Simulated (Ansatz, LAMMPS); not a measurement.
# Structural relaxation of glassy 73SiO2-11CaO-11MgO-5SnO2 (mol %) (122 atoms), part 2 of 2

Wanted: the relaxed structure of glassy 73SiO2-11CaO-11MgO-5SnO2 (mol %) (122 atoms) and its electronic structure.

Ansatz 0.2.0; Kohn-Sham DFT, PBE, PAW (set soft_2), plane waves.

The cell: 32 Si, 5 Ca, 5 Mg, 2 Sn and 78 O. The quench rate of 50 K/ps is orders of magnitude faster than experiment. The starting topology of bonds comes from the classical model. Only the Γ point is sampled, in a cell whose shortest periodic width is 12 Å.

So far, density (g/cm³): step 5 (distances and neighbours after relaxation) 2.66.

### Step 6. Single point at the relaxed geometry

One more single point at the end of the walk gives the fuller output and checks the residual forces.

Input file input.yaml:

```yaml
crystal:
  lattice:
    - [12.20136, -0.14347, 0.06515]
    - [-0.14347, 11.78929, 0.02443]
    - [0.06515, 0.02443, 11.74846]
  atoms:
    - { symbol: Si, position: [0.32863, 0.51997, 0.59772] }
    - { symbol: Si, position: [0.04752, 0.68496, 0.46282] }
    - { symbol: Si, position: [0.47258, 0.95698, 0.72083] }
    - { symbol: Si, position: [0.21501, 0.38757, 0.91953] }
    - { symbol: Si, position: [0.79456, 0.32378, 0.37537] }
    - { symbol: Si, position: [0.29927, 0.5464, 0.18893] }
    - { symbol: Si, position: [0.3965, 0.21468, 0.2843] }
    - { symbol: Si, position: [0.80722, 0.32558, 0.09928] }
    - { symbol: Si, position: [0.93674, 0.64051, 0.89217] }
    - { symbol: Si, position: [0.51069, 0.03304, 0.97128] }
    - { symbol: Si, position: [0.63113, 0.46746, 0.9773] }
    - { symbol: Si, position: [0.86953, 0.10773, 0.6977] }
    - { symbol: Si, position: [0.69586, 0.70285, 0.99905] }
    - { symbol: Si, position: [0.43147, 0.28639, 0.02868] }
    - { symbol: Si, position: [0.63018, 0.10108, 0.5798] }
    - { symbol: Si, position: [0.59387, 0.04049, 0.32338] }
    - { symbol: Si, position: [0.10404, 0.4512, 0.57661] }
    - { symbol: Si, position: [0.11435, 0.39595, 0.16785] }
    - { symbol: Si, position: [0.44596, 0.82309, 0.33091] }
    - { symbol: Si, position: [0.13294, 0.15793, 0.27273] }
    - { symbol: Si, position: [0.43877, 0.57872, 0.39153] }
    - { symbol: Si, position: [0.33574, 0.60822, 0.95007] }
    - { symbol: Si, position: [0.94456, 0.11757, 0.45249] }
    - { symbol: Si, position: [0.78699, 0.72079, 0.23844] }
    - { symbol: Si, position: [0.7305, 0.07176, 0.09855] }
    - { symbol: Si, position: [0.35361, 0.8383, 0.08299] }
    - { symbol: Si, position: [0.23136, 0.04201, 0.65146] }
    - { symbol: Si, position: [0.67003, 0.52582, 0.71384] }
    - { symbol: Si, position: [0.13866, 0.92467, 0.19326] }
    - { symbol: Si, position: [0.47093, 0.68315, 0.74646] }
    - { symbol: Si, position: [0.21707, 0.86759, 0.44323] }
    - { symbol: Si, position: [0.85459, 0.85582, 0.45003] }
    [... 84 atom lines left out ...]
    - { symbol: O, position: [0.22469, 0.17262, 0.60916] }
    - { symbol: O, position: [0.876, 0.97489, 0.73096] }
    - { symbol: O, position: [0.39018, 0.39776, 0.59975] }
    - { symbol: O, position: [0.13841, 0.02774, 0.75078] }
    - { symbol: O, position: [0.63683, 0.02755, 0.0108] }
    - { symbol: O, position: [0.03269, 0.66721, 0.98853] }
kpoints:
  mp_grid: { grid: [1, 1, 1] }
hamiltonian:
  xc: pbe
scf:
  occupations: { method: fermi_dirac, width: 0.05 }
output:
  forces: true
  stress: true
  populations: intrinsic
  dos:
    method: { smearing: { sigma: 0.15 } }
    de: 0.1
    projected: { site_lists: { Ca: [Ca], Mg: [Mg], O: [O], Si: [Si], Sn: [Sn] } }
  eigenvalues: true
  write_density: true
  write_potential: true
  volumetric_format: npy
```

On the command line:

```sh
$ ansatz run input.yaml --threads 4 --pin off --max-ram 8192MiB --backend cpu --events-out ev --progress --plain --runs-dir out
```

Elapsed: 43 s, on 4 threads of Arm Neoverse V1, shared host; peak memory 2.6 GiB; 2.8 min of CPU time.

The program notes that the exchange-correlation potential is rough where the density is thin.

Numbers from this run:

```
free energy                                      : -95490.4953 eV
free energy per atom                             : -782.7090 eV/atom
SCF cycles                                       : 9
pressure                                         : 0.0001894 GPa
r.m.s. force component                           : 0.00816 eV/Å
longest force                                    : 0.03351 eV/Å
Fermi energy                                     : 5.336 eV
gap (highest filled to lowest empty level) : 3.606 eV
```

Intrinsic-atomic-orbital charges by element and coordination:

```
element  coordination  atoms  mean charge (e)  spread  least    most
     Ca           all      5             1.78  0.0124   1.75    1.79
     Ca             3      1             1.78       0   1.78    1.78
     Ca             5      1             1.78       0   1.78    1.78
     Ca             6      2             1.76  0.0116   1.75    1.78
     Ca             7      1             1.79       0   1.79    1.79
     Mg           all      5             1.64  0.0147   1.62    1.66
     Mg             4      2             1.64  0.0047   1.64    1.65
     Mg             5      1             1.62       0   1.62    1.62
     Mg             6      2             1.64   0.016   1.63    1.66
      O           all     78           -0.963   0.111  -1.24  -0.870
      O             2     48           -0.903  0.0558  -1.13  -0.870
      O             3     24            -1.04   0.106  -1.22  -0.920
      O             4      6            -1.13   0.101  -1.24  -0.954
     Si           all     32             1.70  0.0583   1.59    1.79
     Sn           all      2             1.76  0.0171   1.74    1.77
```

Density of states as counts of states in windows of 1 eV (from the Fermi level), total and the larger projections:

```
from (eV)  to (eV)  total   O p  Si p
      -14      -12    0.0   0.0   0.0
      -12      -11   10.6   7.0   0.4
      -11      -10   15.2  10.1   0.9
      -10       -9   22.6  15.6   2.2
       -9       -8   31.2  23.3   5.3
       -8       -7   31.0  23.9   5.4
       -7       -6   42.6  33.4   4.5
       -6       -5   69.1  59.0   4.9
       -5       -4   93.6  85.8   3.3
       -4       -3   93.6  88.8   1.8
       -3       -2   54.1  52.1   0.7
       -2       -1    4.5   4.3   0.1
       -1        1    0.0   0.0   0.0
        1        2    1.9   0.2   0.1
        2        3    4.4   0.8   0.2
        3        4   14.5   1.0   1.5
        4        5   36.6   2.1   4.9
```

Between -26 and -14 eV lie 206 more states.

The stored curve holds about 674 of the 724 electrons; the rest, give or take the few that broadening carries across the Fermi level, lie in deeper levels below its range.

The levels nearest the highest filled one (over half full), pooled over k-points and spins:

```
level less the highest filled one (eV)  occupation
                                -0.518           2
                                -0.454           2
                                -0.345           2
                                -0.219           2
                                -0.101           2
                                     0           2
                                  3.61           0
                                  4.19           0
                                  4.48           0
                                  4.91           0
                                  5.27           0
                                  5.40           0
```

Electrostatic potential energy in the bc plane at fractional x = 0.046, with atoms of Si and Ca and Sn and O within 0.2 Å of it. With pseudopotentials it is smooth inside the atoms' cores, unlike the true potential.

Ten even steps from '0' (-35 eV) to '9' (10 eV), each cell a mean:
```
887644678999999999996102899999999
988766788998889999999768999999999
998888899988788999999999999999999
999999999987778999999999999999999
999999888888889999999999999888889
999998767889999999999999998643578
999987313789999999999999987300048
999986313787348999999999986200047
999998767886116778999999987632468
999999888998754357558999998877889
999999999999864353003777889999999
999999999999987776213311478999999
999888999999999999875000168999999
998424899999999999986200278999999
997101799999999999997435789999999
998535899999999999983017999999999
999887889999999999995248999999999
999877887799999999988778899999889
998888862268777325875555789888888
877899985477655103757997575115888
988999999987667667857997573003889
999988899998888999875555787447999
988777789999999999998667999999999
887655678999999999997103899999999
```
Columns run along b (11.8 Å; values clipped at the 3rd and 97th percentile), rows up along c (11.7 Å). Atoms in or near the plane, at fractional coordinates: Si at (0.68, 0.46), Ca at (0.88, 0.70), Sn at (0.66, 0.16), O at (0.57, 0.54), O at (0.84, 0.15), O at (0.67, 0.99).

Valence density in the bc plane at fractional x = 0.046, with atoms of Si and Ca and Sn and O within 0.2 Å of it. It is the smooth field of the valence electrons, not physical close to the nuclei.

Ten steps, logarithmic in the rise over the least value, from '0' (0.00 × 1e0 e/Å³) to '9' (9.67 × 1e0 e/Å³), each cell a mean:
```
001344310001110000125887420000000
000122110011100000013554210000000
000000001122110000111221100000000
000000011223211111111001110000000
111000111222110011100000111111101
221101121111111000000000011355421
211111575223332100000000002588752
111112576235664210000000003688752
001122232236775322221000001356531
001122210123554334664210001112100
000122100011233346887421222110000
000111100001122235776432333210000
012333210001111112444311333210000
014676420000000000123332221100000
025788520000000000135664210000000
013576420000000000147875210001100
011333222110000111136764200001100
112222235532112343223443111111111
234322357753235776434664223443211
355421246653235786447997446776322
244311123322234554347997447986421
112110000111122222124664335664210
000122100001221100023554212221100
001344310001121000125787420000000
```
Columns run along b (11.8 Å), rows up along c (11.7 Å). Atoms in or near the plane, at fractional coordinates: Si at (0.68, 0.46), Ca at (0.88, 0.70), Sn at (0.66, 0.16), O at (0.57, 0.54), O at (0.84, 0.15), O at (0.67, 0.99).

Mean intrinsic-atomic-orbital charges: Ca +1.78, Mg +1.64, O -0.96, Si +1.70, Sn +1.76 e.

The surroundings of O61, which has 4 bonded neighbours where the commonest count for O is 2, nearest first, numbered as they follow in the input and with coordinates relative to it.

```
atom      x      y      z  distance (Å)  bonds  intrinsic-atomic-orbital charge (e)
 O61   0.00   0.00   0.00          0.00      4                                -1.19
Si12  -0.67  -0.98  -1.16          1.66      4                                 1.63
Mg39   0.54   2.06   0.69          2.24      5                                 1.62
Mg38   1.94   0.31  -1.15          2.28      6                                 1.63
Ca34   0.69  -0.60   2.25          2.43      3                                 1.78
 O68   0.45  -0.62  -2.41          2.53      3                                -0.96
O118  -0.57  -2.55  -0.77          2.73      3                                -1.19
 O49  -2.17  -0.66  -1.80          2.89      2                                -0.88
O112   2.52   1.43   0.49          2.94      3                                -1.15
 O69   1.01   2.21  -1.68          2.95      4                                -1.17
 O84  -0.12   1.40   2.63          2.98      3                                -1.18
```

The column of bonds counts only the pairs O-Si within 2.08 Å, O-Ca within 2.83 Å, O-Mg within 2.62 Å, O-Sn within 2.62 Å; other neighbours, such as metal atoms beside each other in a compound, aren't counted, and periodic images can show an atom twice.

### Step 7. What came out

```yaml
energy_change_in_the_relaxation: -85.48 meV/atom
r_m_s_displacement: 0.284 Å
largest_displacement: 0.997 Å
free_energy_per_atom: -782.7090 eV/atom
pressure: 0.0001894 GPa
r_m_s_force_component: 0.00816 eV/Å
spacing_of_highest_filled_and_lowest_empty_level: 3.606 eV
wall_time_of_the_3_dft_runs: 8.9 min
```

**Reading.** Relaxation lowers the energy by 85.5 meV/atom and moves atoms by 0.28 Å r.m.s.; the r.m.s. force component goes from 1.3 to 0.0082 eV/Å, the pressure goes from 5.3 to 1.9e-4 GPa, and the gap from 3.02 to 3.61 eV. Displacements are taken in the final cell, so they leave out its strain. By the final cutoffs 4 of 188 bonded pairs parted and 8 joined. The cell grew by 3.0 % in volume. First to last step the energy falls by 10.428 eV, across changes of basis; the largest move, 1.00 Å, is that of Ca33. The O-Mg bonds change most in mean length: from 2.155 Å (spread 0.181) to 2.118 Å (spread 0.137), and their number from 24 to 25. Counting bonds as in the table, 40 % of Ca atoms have 6, 40 % of Mg atoms have 4 and as many 6, 62 % of O atoms have 2 and all Si atoms have 4 bonded neighbours. Counting bonds to Si alone, not to Sn, 64 % of the oxygens join two of these atoms and 36 % one. Between filled and empty levels lie 3.61 eV (at Γ alone); a semilocal functional tends to put such gaps too low. In a disordered cell it changes from sample to sample, and tail or defect levels can set it.

Caveats: The starting topology of bonds comes from the classical model; in DFT 4 of its 188 bonded pairs passed out of the cutoffs and 8 came within them.

[Logs are printed without paths, hosts, clocks, repeated set-up lines and the standing remarks that a program may print on its own settings, such as how far it seeks lower states.]

[Hosts, paths, dates, database ids (printed as entryN), source tags and the programs' standing remarks are cut or masked in the printed files.]
